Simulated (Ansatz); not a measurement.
RbZnCl3 (Pm-3m): refractive index against wavelength

The refractive index of RbZnCl3 (Pm-3m) below the direct gap (1.81 eV on the mesh) is read from one computed spectrum, n = √(Re ε).

It takes space group Pm-3m (No. 221, cubic). The conventional cell has a = 5.009 Å, b = 5.009 Å, c = 5.009 Å, α = 90.00°, β = 90.00°, γ = 90.00°. Rb on site a is surrounded by 12 Cl at 3.54 Å. Zn on site b has 6 Cl at 2.50 Å as nearest neighbours. Cl on site c is surrounded by 2 Zn at 2.50 Å.

Method: Ansatz 0.2.0, PBE, independent particles, k-mesh 5×5×5 with interpolation inside its cells, Gaussian parameter 0.2 eV.

Launch of the response step: `ansatz run input.yaml --threads 2 --pin off --max-ram 5120MiB --backend cpu --events-out ev --progress --plain --runs-dir out`. The run took 47 s, on 2 threads of AMD EPYC 7R43 64-Core Processor (Zen 3), with other jobs on the host.

```
wavelength (nm)  photon energy E (eV)       n
           3000                 0.413  1.9755
           2000                 0.620  1.9807
           1550                 0.800  1.9872
           1310                 0.946  1.9942
           1064                 1.165       ?
```

In the single-oscillator model n² − 1 = E₀E_d/(E₀² − E²), so 1/(n² − 1) = E₀/E_d − E²/(E₀E_d) is linear in E².

Working, on the rows shown:

| x = E² (eV²) | y = 1/(n² − 1) |
| --- | --- |
| 0.170801 | 0.344519 |
| 0.384302 | 0.342094 |
| 0.639837 | 0.339102 |
| 0.895757 | 0.335927 |

Means: x̄ = 0.52267, ȳ = 0.34041. Σ(x − x̄)(y − ȳ) = -0.003504, Σ(x − x̄)² = 0.2959. Slope = -0.003504 / 0.2959 = -0.01184; intercept = ȳ − slope · x̄ = 0.3466. Turned back into n, the line misses the rows shown by at most 0.00017.

Problem. What does the fit predict for the withheld row, and how well does it do?

Solution. At x = 1.3578 the line gives y = 0.33052, that is 2.0064. The run gave 2.0084, so the extrapolation is off by 0.002, 6 % of the range in the table. Beyond its data the fit drifts from the curve.

Refitted with all rows, the slope is -0.01254 and the intercept 0.3469. These give E₀ = √(intercept/−slope) = 5.26 eV and E_d = E₀/intercept = 15.2 eV; E₀ is 2.9 times the direct gap. The electronic limit at long wavelengths, without lattice vibrations, is n = √(1 + 1/intercept) = 1.970. The structure is a model and need not exist. Excitons are left out and so are local fields; PBE gaps are as a rule too small. Spin-orbit coupling is left out.

[Logs are printed without paths, hosts, clocks, repeated set-up lines and the standing remarks that a program may print on its own settings, such as how far it seeks lower states.]
